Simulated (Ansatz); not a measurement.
**AlN (P6_3mc): refractive index against wavelength**

The refractive index of AlN (P6_3mc) along x below the direct gap (4.21 eV on the mesh) is read from one computed spectrum, n = √(Re ε). x, y and z are the Cartesian axes of the input cell.

Cell: a, b, c = 3.113, 3.113, 4.981 Å (primitive vectors), 4 atoms.

Method: Ansatz 0.2.0, PBE, independent particles, k-mesh 9×9×5 with interpolation inside its cells, Gaussian parameter 0.1 eV.

Launch of the response step: `ansatz run input.yaml --threads 4 --pin off --max-ram 8192MiB --backend cpu --events-out ev --progress --plain --runs-dir out`. The run took 11 s, on 4 threads of Intel(R) Xeon(R) Platinum 8375C CPU @ 2.90GHz (Ice Lake), with other jobs on the host.

```
wavelength (nm)  photon energy E (eV)       n
           1310                 0.946  2.1527
           1064                 1.165  2.1582
            850                 1.459  2.1675
            700                 1.771  2.1800
            633                 1.959  2.1889
            532                 2.331  2.2103
            450                 2.755       ?
```

In the single-oscillator model n² − 1 = E₀E_d/(E₀² − E²), so 1/(n² − 1) = E₀/E_d − E²/(E₀E_d) is linear in E².

Working, on the rows shown:

| x = E² (eV²) | y = 1/(n² − 1) |
| --- | --- |
| 0.895757 | 0.27517 |
| 1.35784 | 0.273386 |
| 2.12762 | 0.270412 |
| 3.13716 | 0.266496 |
| 3.83641 | 0.263763 |
| 5.43137 | 0.257372 |

Means: x̄ = 2.7977, ȳ = 0.26777. Σ(x − x̄)(y − ȳ) = -0.05591, Σ(x − x̄)² = 14.27. Slope = -0.05591 / 14.27 = -0.003918; intercept = ȳ − slope · x̄ = 0.27873. Turned back into n, the line misses the rows shown by at most 0.00026.

Problem. Fill in the last column of the withheld row.

Solution. At x = 7.5912 the line gives y = 0.24899, that is 2.2397. The run gave 2.2414, so the extrapolation is off by 0.0017, 1.9 % of the range in the table.

Refitted with all rows, the slope is -0.003975 and the intercept 0.27886. These give E₀ = √(intercept/−slope) = 8.38 eV and E_d = E₀/intercept = 30.0 eV; E₀ is 2.0 times the direct gap. The electronic limit at long wavelengths, without lattice vibrations, is n = √(1 + 1/intercept) = 2.142. The cell comes from an older database entry, whose edges can be off by a per cent or so. Excitons are left out and so are local fields; PBE gaps are as a rule too small.

[Logs are printed without paths, hosts, clocks, repeated set-up lines and the standing remarks that a program may print on its own settings, such as how far it seeks lower states.]
